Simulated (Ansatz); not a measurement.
## The perfect Ge wire along [100], 9 atoms a period, H-terminated

Wanted: the relaxed geometry and the bands of the Ge wire along [100], 9 atoms a period, H-terminated.

Method: DFT PBE, plane waves, PAW; relaxation of a wire's period; PAW set soft_1, in the first sound run; inputs show where later runs differ, in Ansatz 0.2.0.

## (1) Starting point

The cell holds 21 atoms: 9 Ge and 12 H. Its edges and angles: a = 14.361 Å, b = 14.361 Å, c = 5.760 Å, α = 90.0°, β = 90.0°, γ = 90.0°. Vacuum lies along a and b. The structure's axis is c.

## (2) Relaxation of atoms and period

Band widths follow the bond lengths, so the wire is relaxed first. The atoms and the third cell vector are free; the box across stays fixed as vacuum. A Fermi-Dirac smearing is set since the result may be a metal. The pressure printed is a third of the stress's trace over the whole box, vacuum included; only the stress along the axis is relaxed.

Contents of input.yaml:

```yaml
crystal:
  lattice:
    - [14.361, 0.0, 0.0]
    - [0.0, 14.361, 0.0]
    - [0.0, 0.0, 5.76]
  atoms:
    - { symbol: Ge, position: [0.399740019, 0.399740019, 0.0] }
    - { symbol: Ge, position: [0.600283157, 0.600283157, 0.0] }
    - { symbol: H, position: [0.337023884, 0.337023884, 0.156365698] }
    - { symbol: H, position: [0.662999293, 0.662999293, 0.156365698] }
    - { symbol: Ge, position: [0.500011588, 0.500011588, 0.25] }
    - { symbol: H, position: [0.337023884, 0.662999293, 0.343634302] }
    - { symbol: H, position: [0.662999293, 0.337023884, 0.343634302] }
    - { symbol: Ge, position: [0.399740019, 0.600283157, 0.5] }
    - { symbol: Ge, position: [0.600283157, 0.399740019, 0.5] }
    - { symbol: H, position: [0.236752315, 0.437295453, 0.593634302] }
    - { symbol: H, position: [0.437295453, 0.236752315, 0.593634302] }
    - { symbol: H, position: [0.562727724, 0.763270861, 0.593634302] }
    - { symbol: H, position: [0.763270861, 0.562727724, 0.593634302] }
    - { symbol: Ge, position: [0.299468451, 0.500011588, 0.75] }
    - { symbol: Ge, position: [0.500011588, 0.299468451, 0.75] }
    - { symbol: Ge, position: [0.500011588, 0.700554726, 0.75] }
    - { symbol: Ge, position: [0.700554726, 0.500011588, 0.75] }
    - { symbol: H, position: [0.236752315, 0.562727724, 0.906365698] }
    - { symbol: H, position: [0.437295453, 0.763270861, 0.906365698] }
    - { symbol: H, position: [0.562727724, 0.236752315, 0.906365698] }
    - { symbol: H, position: [0.763270861, 0.437295453, 0.906365698] }
kpoints:
  mp_grid: { grid: [1, 1, 14] }
scf:
  occupations: { method: fermi_dirac, width: 0.05 }
hamiltonian:
  xc: pbe
  pseudopotentials: { kind: paw, azcp: { folder: soft_1 } }
relax:
  cell: { fix: [a, b, alpha, beta, gamma] }
  max_steps: 45
  f_tol: 0.03
```

On the command line:

```
ansatz run input.yaml --threads 4 --pin off --max-ram 16384MiB --backend cpu --events-out ev --progress --plain --runs-dir out
```

Numbers of over 12 decimals in the logs are rounded to 6 here.

Output:

```text
Engine: ansatz 0.2.0, aarch64-unknown-linux-gnu
Pseudopotentials: kind: paw
Pseudopotential: Ge, paw, valence charge 14, recommended cutoff 420 eV (normal), soft_1/Ge.paw.azcp
Pseudopotential: H, paw, valence charge 1, recommended cutoff 420 eV (normal), soft_1/H.paw.azcp
Functional definition: PBE
  parameter kappa = 0.804
  parameter beta = 0.066725
  exchange = pbe_x(kappa = kappa, mu = beta*pi^2/3)
  correlation = pbe_c(beta = beta)
Crystal: 21 atoms, lattice volume = 1187.933 Å³
Basis set: ecut = 420 eV, 23151 PW (Γ), exchange–correlation on 192×192×80 points (8 copies of the dense FFT grid, shifted against one another)
Bands: 90, of which v1, the nominal top of the filled ones, is band 69 counted from 1 (68 counted from 0)
Symmetry: 8 space group operations
Space group: P-42m (ITA 111), of the structure as read, at distance tolerance 1.1e-4 Å
k-points: 8 of 14
Non-local potential: Ge, projectors of the file, l = 0: 2, l = 1: 2, l = 2: 3, l = 3: 1
Non-local potential: H, projectors of the file, l = 0: 2, l = 1: 1
PAW form: soft (Blöchl's): semilocal exchange-correlation on the pseudo side does not see the compensation charge
PAW one-centre angular grid: Ge, 590 points (default); XC on 64 Gauss nodes
PAW one-centre angular grid: H, 110 points (default); XC on 64 Gauss nodes
Initial density: superposition of atomic densities (neutral atoms: chi_scale 0, normalization atom)
Initial wavefunctions: pseudopotential atomic-orbital guess
Functional: x = pbe(κ = 0.804, μ = 0.219515), c = pbe(β = 0.066725)
SCF iter   1: F=—  HF=-38845.674194 eV  |F-HF|=—  |Δ(HF+E_count)|=         —  Δρ=3.14e-2  dr2=9.81e0  ethr=3.10e-3  ⟨swp⟩=7.2  Hψ=3117  notcnv=0  defer=10
preconditioner: auto → Resta (q_TF=auto, 1.906 Å⁻¹)  ε∞=1.6  [insulator: Δε(μ)=3.711 eV  Ē_g=9.626 eV  σ=0.050 eV  W_gap=1.00  n_scr=134 (ndim 8)  ℏωp=7.5 eV  f_vac=0.640  D(μ)=0.00/eV (n_scr^D=0)  ε∞_Penn≈1.6  vacuum switching on, ρ_ref=6.7e-3 e/Å³]
SCF iter   2: F=—  HF=-38843.317873 eV  |F-HF|=—  |Δ(HF+E_count)|=    2.36e0  Δρ=1.35e-2  dr2=2.08e0  ethr=3.10e-3  ⟨swp⟩=3.0  Hψ=1084  notcnv=0  defer=108
SCF iter   3: F=—  HF=-38842.815707 eV  |F-HF|=—  |Δ(HF+E_count)|=   5.02e-1  Δρ=2.66e-3  dr2=3.06e-1  ethr=1.51e-3  ⟨swp⟩=4.0  Hψ=965  notcnv=0  defer=108
SCF iter   4: F=—  HF=-38842.746445 eV  |F-HF|=—  |Δ(HF+E_count)|=   6.93e-2  Δρ=1.05e-3  dr2=8.16e-3  ethr=2.21e-4  ⟨swp⟩=3.1  Hψ=971  notcnv=0  defer=110
SCF iter   5: F=—  HF=-38842.749801 eV  |F-HF|=—  |Δ(HF+E_count)|=   3.36e-3  Δρ=2.82e-4  dr2=1.37e-3  ethr=5.91e-6  ⟨swp⟩=2.0  Hψ=960  notcnv=0  defer=110
SCF iter   6: F=—  HF=-38842.749899 eV  |F-HF|=—  |Δ(HF+E_count)|=   9.78e-5  Δρ=5.81e-5  dr2=5.55e-5  ethr=9.90e-7  ⟨swp⟩=2.0  Hψ=1162  notcnv=0  defer=110
SCF iter   7: F=—  HF=-38842.750088 eV  |F-HF|=—  |Δ(HF+E_count)|=   1.89e-4  Δρ=1.82e-5  dr2=3.46e-6  ethr=4.02e-8  ⟨swp⟩=2.0  Hψ=1230  notcnv=0  defer=110
SCF iter   8: F=—  HF=-38842.750093 eV  |F-HF|=—  |Δ(HF+E_count)|=   5.67e-6  Δρ=6.70e-6  dr2=3.98e-7  ethr=2.51e-9  ⟨swp⟩=2.0  Hψ=1162  notcnv=0  defer=110
SCF iter   9: F=-38842.750094 eV  HF=-38842.750094 eV  |F-HF|=4.15e-10  |Δ(HF+E_count)|=   7.66e-7  Δρ=1.43e-6  dr2=2.42e-8  ethr=7.25e-11  ⟨swp⟩=5.0  Hψ=2237  notcnv=0
SCF 1 converged in 9 iterations: F = -38842.750094 eV  dr2 = 2.42e-8
  greatest PAW one-centre occupation: 0.998 electrons in one spin orbital (limit 2), on the Ge atom at site 16 (counted from 0), in its partial waves of l = 2
relax step   1: F+E_penalty+E_count = -38842.75009410 eV  Δ(F+E_penalty+E_count) = +0.000e0 eV  max|allowed force component| = 2.655e-1 eV/Å  Δτ_max = 0.0000 Å  P = -0.533 GPa  Ω = 1187.933 Å³  fix = [a, b, alpha, beta, gamma]  reactions: a -0.545, b -0.545 GPa  (9 SCF iters, dr2 threshold 1.00e-7 eV, accepted)
Crystal: 21 atoms, lattice volume = 1188.705 Å³
Basis set: ecut = 420 eV, 23199 PW (Γ), exchange–correlation on 192×192×80 points (8 copies of the dense FFT grid, shifted against one another)
Initial density: handed on by an earlier stage of this run
Initial wavefunctions: those handed on with the density
iter 1 solved again at ethr=1.02e-4 eV; its pass at ethr=3.10e-3 eV (dr2=1.41e-1 eV) is discarded
SCF iter   1: F=—  HF=-38842.837433 eV  |F-HF|=—  |Δ(HF+E_count)|=         —  Δρ=5.02e-3  dr2=1.50e-1  ethr=1.02e-4  ⟨swp⟩=3.5  Hψ=3009  notcnv=0
preconditioner: auto → Resta (q_TF=auto, 1.906 Å⁻¹)  ε∞=1.3  [insulator: Δε(μ)=3.734 eV  Ē_g=21.695 eV  σ=0.050 eV  W_gap=1.00  n_scr=134 (ndim 8)  ℏωp=12.7 eV  f_vac=0.694  D(μ)=0.00/eV (n_scr^D=0)  ε∞_Penn≈1.3  vacuum switching on, ρ_ref=3.4e-2 e/Å³]
SCF iter   2: F=—  HF=-38842.821229 eV  |F-HF|=—  |Δ(HF+E_count)|=   1.62e-2  Δρ=2.14e-3  dr2=2.77e-2  ethr=1.02e-4  ⟨swp⟩=3.1  Hψ=1159  notcnv=0
SCF iter   3: F=—  HF=-38842.822235 eV  |F-HF|=—  |Δ(HF+E_count)|=   1.01e-3  Δρ=9.02e-4  dr2=1.25e-2  ethr=2.00e-5  ⟨swp⟩=3.0  Hψ=1182  notcnv=0
SCF iter   4: F=—  HF=-38842.820271 eV  |F-HF|=—  |Δ(HF+E_count)|=   1.96e-3  Δρ=1.30e-4  dr2=2.16e-4  ethr=9.05e-6  ⟨swp⟩=2.2  Hψ=847  notcnv=0
SCF iter   5: F=—  HF=-38842.820525 eV  |F-HF|=—  |Δ(HF+E_count)|=   2.53e-4  Δρ=5.55e-5  dr2=2.80e-5  ethr=1.57e-7  ⟨swp⟩=2.0  Hψ=1299  notcnv=0  defer=1
SCF iter   6: F=-38842.820534 eV  HF=-38842.820534 eV  |F-HF|=2.38e-7  |Δ(HF+E_count)|=   9.20e-6  Δρ=1.58e-5  dr2=1.74e-6  ethr=1.52e-9  ⟨swp⟩=3.0  Hψ=2704  notcnv=0
SCF 2 converged in 6 iterations: F = -38842.820534 eV  dr2 = 1.74e-6
relax step   2: F+E_penalty+E_count = -38842.82053395 eV  Δ(F+E_penalty+E_count) = -7.044e-2 eV  max|allowed force component| = 2.204e-1 eV/Å  Δτ_max = 0.0916 Å  P = +0.041 GPa  Ω = 1188.705 Å³  energy of the carried Pulay correction = -1.033e-4 eV  fix = [a, b, alpha, beta, gamma]  reactions: a +0.064, b +0.064 GPa  (6 SCF iters, dr2 threshold 2.10e-6 eV, accepted)
Crystal: 21 atoms, lattice volume = 1184.745 Å³
Basis set: ecut = 420 eV, 23127 PW (Γ), exchange–correlation on 192×192×80 points (8 copies of the dense FFT grid, shifted against one another)
iter 1 solved again at ethr=1.45e-5 eV; its pass at ethr=3.10e-3 eV (dr2=2.00e-2 eV) is discarded
SCF iter   1: F=—  HF=-38842.852202 eV  |F-HF|=—  |Δ(HF+E_count)|=         —  Δρ=1.90e-3  dr2=2.10e-2  ethr=1.45e-5  ⟨swp⟩=2.4  Hψ=2859  notcnv=0
preconditioner: auto → Resta (q_TF=auto, 1.907 Å⁻¹)  ε∞=1.7  [insulator: Δε(μ)=3.782 eV  Ē_g=9.222 eV  σ=0.050 eV  W_gap=1.00  n_scr=134 (ndim 8)  ℏωp=7.5 eV  f_vac=0.688  D(μ)=0.00/eV (n_scr^D=0)  ε∞_Penn≈1.7  vacuum switching on, ρ_ref=6.2e-3 e/Å³]
SCF iter   2: F=—  HF=-38842.849009 eV  |F-HF|=—  |Δ(HF+E_count)|=   3.19e-3  Δρ=8.93e-4  dr2=4.07e-3  ethr=1.45e-5  ⟨swp⟩=2.0  Hψ=840  notcnv=0
SCF iter   3: F=—  HF=-38842.848889 eV  |F-HF|=—  |Δ(HF+E_count)|=   1.20e-4  Δρ=1.45e-4  dr2=4.91e-4  ethr=2.95e-6  ⟨swp⟩=2.0  Hψ=912  notcnv=0
SCF iter   4: F=—  HF=-38842.848933 eV  |F-HF|=—  |Δ(HF+E_count)|=   4.48e-5  Δρ=3.38e-5  dr2=1.84e-5  ethr=3.56e-7  ⟨swp⟩=2.9  Hψ=1333  notcnv=0
SCF iter   5: F=-38842.848937 eV  HF=-38842.848937 eV  |F-HF|=4.77e-7  |Δ(HF+E_count)|=   3.95e-6  Δρ=1.11e-5  dr2=1.73e-6  ethr=1.52e-9  ⟨swp⟩=5.0  Hψ=2172  notcnv=0
SCF 3 converged in 5 iterations: F = -38842.848937 eV  dr2 = 1.73e-6
relax step   3: F+E_penalty+E_count = -38842.84893686 eV  Δ(F+E_penalty+E_count) = -2.840e-2 eV  max|allowed force component| = 2.145e-2 eV/Å  Δτ_max = 0.0392 Å  P = -0.028 GPa  Ω = 1184.745 Å³  energy of the carried Pulay correction = +4.272e-4 eV  fix = [a, b, alpha, beta, gamma]  reactions: a -0.017, b -0.017 GPa  (5 SCF iters, dr2 threshold 2.10e-6 eV, accepted)
Initial wavefunctions: pseudopotential atomic-orbital guess (no wavefunctions were taken with the density)
iter 1 solved again at ethr=7.91e-8 eV; its pass at ethr=3.10e-3 eV (dr2=1.09e-4 eV) is discarded
SCF iter   1: F=—  HF=-38842.848418 eV  |F-HF|=—  |Δ(HF+E_count)|=         —  Δρ=1.15e-5  dr2=1.71e-6  ethr=7.91e-8  ⟨swp⟩=5.2  Hψ=5680  notcnv=0
preconditioner: auto → Resta (q_TF=auto, 1.907 Å⁻¹)  ε∞=1.7  [insulator: Δε(μ)=3.783 eV  Ē_g=9.222 eV  σ=0.050 eV  W_gap=1.00  n_scr=134 (ndim 8)  ℏωp=7.5 eV  f_vac=0.689  D(μ)=0.00/eV (n_scr^D=0)  ε∞_Penn≈1.7  vacuum switching on, ρ_ref=6.2e-3 e/Å³]
SCF iter   2: F=—  HF=-38842.848581 eV  |F-HF|=—  |Δ(HF+E_count)|=   1.63e-4  Δρ=6.04e-6  dr2=3.84e-7  ethr=1.24e-9  ⟨swp⟩=2.0  Hψ=1272  notcnv=0
SCF iter   3: F=—  HF=-38842.848581 eV  |F-HF|=—  |Δ(HF+E_count)|=   1.91e-7  Δρ=3.18e-6  dr2=1.04e-7  ethr=2.78e-10  ⟨swp⟩=2.0  Hψ=1268  notcnv=0
SCF iter   4: F=—  HF=-38842.848582 eV  |F-HF|=—  |Δ(HF+E_count)|=   1.07e-7  Δρ=4.06e-7  dr2=7.08e-9  ethr=7.55e-11  ⟨swp⟩=2.0  Hψ=912  notcnv=0
SCF iter   5: F=—  HF=-38842.848582 eV  |F-HF|=—  |Δ(HF+E_count)|=   1.56e-9  Δρ=1.64e-7  dr2=3.06e-10  ethr=5.13e-12  ⟨swp⟩=2.1  Hψ=1267  notcnv=0
SCF iter   6: F=-38842.848582 eV  HF=-38842.848582 eV  |F-HF|=7.28e-12  |Δ(HF+E_count)|=  7.13e-10  Δρ=3.00e-8  dr2=1.15e-11  ethr=1.00e-12  ⟨swp⟩=4.1  Hψ=2049  notcnv=0
SCF 4 converged in 6 iterations: F = -38842.848582 eV  dr2 = 1.15e-11
  greatest PAW one-centre occupation: 0.998 electrons in one spin orbital (limit 2), on the Ge atom at site 14 (counted from 0), in its partial waves of l = 2
relax step   4: F+E_penalty+E_count = -38842.84858154 eV  Δ(F+E_penalty+E_count) = +3.553e-4 eV  max|allowed force component| = 2.119e-2 eV/Å  Δτ_max = 0.0000 Å  P = -0.027 GPa  Ω = 1184.745 Å³  fix = [a, b, alpha, beta, gamma]  reactions: a -0.016, b -0.016 GPa  stress off target by 4.98e-2 GPa on what of the cell is left free  SCF on the basis re-selected at this cell (its energy is not comparable with the rows above)  (6 SCF iters)
basis re-selected at this cell: Δ(F+E_penalty+E_count) = +3.553e-4 eV, ΔP = +0.000 GPa vs the last step (what re-selecting the basis moved, of the pressure what is left beyond the Pulay correction that the steps carried, after the strain that the cell walked since its last selection, with what the two solves' SCF thresholds leave and, on support functions, any second-order correction that the steps lacked; it is no m [...]
SCF converged after 6 iterations
Free energy (F): -38842.848582 eV
Harris-Foulkes:  -38842.848582 eV  (|F-HF|=7.28e-12)
Internal energy: -38842.848582 eV  (E = F + TS)
E sigma→0 (E₀):  -38842.848582 eV
Fermi energy:    -1.813851 eV
--- Per-component energies (eV) ---
  E_band       = -2729.105062
  E_kinetic    = 985.449554
  E_local      = -64273.105496  (includes V_loc(G=0)·N_el)
  E_nonlocal   = 1976.660913
  E_hartree    = 30974.140605
  E_xc         = -742.971866
  E_vxc        = -712.330484  (∫ρ·V_xc dr)
  E_paw        = -18139.264371  (= ΣΔE_a)
  E_vpaw       = -2654.049541  (= ΣTr[D̂ρ^β])
  E_aug_tail   = -0.011059  (compensation charges beyond the density's cutoff)
  E_ewald      = 10376.253139
  E_smearing   = -0.000000  (= −TS)
  E_closure    = 0.000000  (closes the sum)
  Σ components = -38842.848582   (vs F -38842.848582, Δ=0.00e0)
--- Forces (eV/Å), atoms counted from 1 ---
  atom   1  Ge    -0.00743208    -0.00743208     0.01869549
  atom   2  Ge     0.00743208     0.00743208     0.01869549
  atom   3  H      0.01004874     0.01004874    -0.02119160
  atom   4  H     -0.01004874    -0.01004874    -0.02119160
  atom   5  Ge     0.00000000     0.00000000     0.00000000
  atom   6  H      0.01004874    -0.01004874     0.02119160
  atom   7  H     -0.01004874     0.01004874     0.02119160
  atom   8  Ge    -0.00743208     0.00743208    -0.01869549
  atom   9  Ge     0.00743208    -0.00743208    -0.01869549
  atom  10  H      0.00335375     0.00179248     0.00983016
  atom  11  H      0.00179248     0.00335375     0.00983016
  atom  12  H     -0.00179248    -0.00335375     0.00983016
  atom  13  H     -0.00335375    -0.00179248     0.00983016
  atom  14  Ge     0.00174497     0.00000000     0.00000000
  atom  15  Ge     0.00000000     0.00174497     0.00000000
  atom  16  Ge     0.00000000    -0.00174497    -0.00000000
  atom  17  Ge    -0.00174497     0.00000000    -0.00000000
  atom  18  H      0.00335375    -0.00179248    -0.00983016
  atom  19  H      0.00179248    -0.00335375    -0.00983016
  atom  20  H     -0.00179248     0.00335375    -0.00983016
  atom  21  H     -0.00335375     0.00179248    -0.00983016
  max |Σ_I F_I| component: 2.17e-18 eV/Å
--- Stress (GPa, compression-positive) ---
       -0.016188       0.000000       0.000000
        0.000000      -0.016188      -0.000000
        0.000000      -0.000000      -0.049836
  P = ⅓ Tr σ = -0.0274 GPa (-0.274 kbar)
--- Relaxed structure (3 steps of the walk, 3 accepted, 1 SCFs on fresh bases) ---
  F+E_penalty+E_count = -38842.84858154 eV   max|allowed force component| = 2.119e-2 eV/Å   (the final SCF, on the basis selected at the relaxed cell)
  cell:  # Å, volume = 1184.7454 Å³
    - [14.361, 0.0, 0.0]
    - [0.0, 14.361, 0]
    - [0.0, 0, 5.744546]
  atoms:
    - { symbol: Ge, position: [0.401935, 0.401935, -0.00300322] }
    - { symbol: Ge, position: [0.598088, 0.598088, -0.00300322] }
    - { symbol: H, position: [0.339484, 0.339484, 0.153466] }
    - { symbol: H, position: [0.660540, 0.660540, 0.153466] }
    - { symbol: Ge, position: [0.500012, 0.500012, 0.250000] }
    - { symbol: H, position: [0.339484, 0.660540, 0.346534] }
    - { symbol: H, position: [0.660540, 0.339484, 0.346534] }
    - { symbol: Ge, position: [0.401935, 0.598088, 0.503003] }
    - { symbol: Ge, position: [0.598088, 0.401935, 0.503003] }
    - { symbol: H, position: [0.239737, 0.438319, 0.596747] }
    - { symbol: H, position: [0.438319, 0.239737, 0.596747] }
    - { symbol: H, position: [0.561705, 0.760286, 0.596747] }
    - { symbol: H, position: [0.760286, 0.561705, 0.596747] }
    - { symbol: Ge, position: [0.303335, 0.500012, 0.75] }
    - { symbol: Ge, position: [0.500012, 0.303335, 0.75] }
    - { symbol: Ge, position: [0.500012, 0.696688, 0.75] }
    - { symbol: Ge, position: [0.696688, 0.500012, 0.75] }
    - { symbol: H, position: [0.239737, 0.561705, 0.903253] }
    - { symbol: H, position: [0.438319, 0.760286, 0.903253] }
    - { symbol: H, position: [0.561705, 0.239737, 0.903253] }
    - { symbol: H, position: [0.760286, 0.438319, 0.903253] }
```

The job ended after 73 s (4 threads of Arm Neoverse V1, shared host; peak memory 2.3 GiB; 4.5 min of CPU time).

The steps of the relaxation:

```
step  energy less that of the first step (eV)  largest force component (eV/Å)  pressure (GPa)  volume (Å³)
   1                                   0.0000                          0.2655           -0.53      1187.93
   2                                  -0.0704                          0.2204            0.04      1188.71
   3                                  -0.0988                          0.0215           -0.03      1184.75
  4*                                  -0.0985                          0.0212           -0.03      1184.75
```

Relaxation steps marked * repeat the geometry before them on a plane-wave basis chosen anew for their cell, so energy and pressure can jump there.

The run keeps the 8 symmetry operations that it works with, so distortions that break them were not tested.

```csv
cell as run,before,after,change
c (Å),5.760,5.745,-0.3 %
```

The atoms that moved most (Å, along periodic axes as changes of fractional coordinates times the final cell, across vacuum about the mean position):

| atom | dx | dy | dz | length |
| --- | --- | --- | --- | --- |
| Ge16 | 0.000 | -0.056 | 0.000 | 0.056 |
| Ge17 | -0.056 | 0.000 | 0.000 | 0.056 |
| Ge15 | 0.000 | 0.056 | 0.000 | 0.056 |
| Ge14 | 0.056 | 0.000 | 0.000 | 0.056 |
| H4 | -0.035 | -0.035 | -0.017 | 0.053 |
| H7 | -0.035 | 0.035 | 0.017 | 0.053 |
| H6 | 0.035 | -0.035 | 0.017 | 0.053 |
| H3 | 0.035 | 0.035 | -0.017 | 0.053 |

Final coordinates:

```cif
data_structure
_symmetry_space_group_name_H-M 'P 1'
_symmetry_Int_Tables_number 1
_cell_length_a 14.3610
_cell_length_b 14.3610
_cell_length_c 5.7445
_cell_angle_alpha 90.000
_cell_angle_beta 90.000
_cell_angle_gamma 90.000
_cell_volume 1184.75
loop_
_atom_site_label
_atom_site_type_symbol
_atom_site_fract_x
_atom_site_fract_y
_atom_site_fract_z
_atom_site_occupancy
Ge1 Ge 0.40194 0.40194 0.99700 1
Ge2 Ge 0.59809 0.59809 0.99700 1
H3 H 0.33948 0.33948 0.15347 1
H4 H 0.66054 0.66054 0.15347 1
Ge5 Ge 0.50001 0.50001 0.25000 1
H6 H 0.33948 0.66054 0.34653 1
H7 H 0.66054 0.33948 0.34653 1
Ge8 Ge 0.40194 0.59809 0.50300 1
Ge9 Ge 0.59809 0.40194 0.50300 1
H10 H 0.23974 0.43832 0.59675 1
H11 H 0.43832 0.23974 0.59675 1
H12 H 0.56170 0.76029 0.59675 1
H13 H 0.76029 0.56170 0.59675 1
Ge14 Ge 0.30334 0.50001 0.75000 1
Ge15 Ge 0.50001 0.30334 0.75000 1
Ge16 Ge 0.50001 0.69669 0.75000 1
Ge17 Ge 0.69669 0.50001 0.75000 1
H18 H 0.23974 0.56170 0.90325 1
H19 H 0.43832 0.76029 0.90325 1
H20 H 0.56170 0.23974 0.90325 1
H21 H 0.76029 0.43832 0.90325 1
```

This step gave:

```yaml
cell_length_along_the_wire: 5.745 Å
```

The cell's length comes to 5.745 Å with spin left out.

(Part 1 of 2 ends here.)

[Logs are printed without paths, hosts, clocks, repeated set-up lines and the standing remarks that a program may print on its own settings, such as how far it seeks lower states.]

[Hosts, paths, dates, database ids (printed as entryN), source tags and the programs' standing remarks are cut or masked in the printed files.]
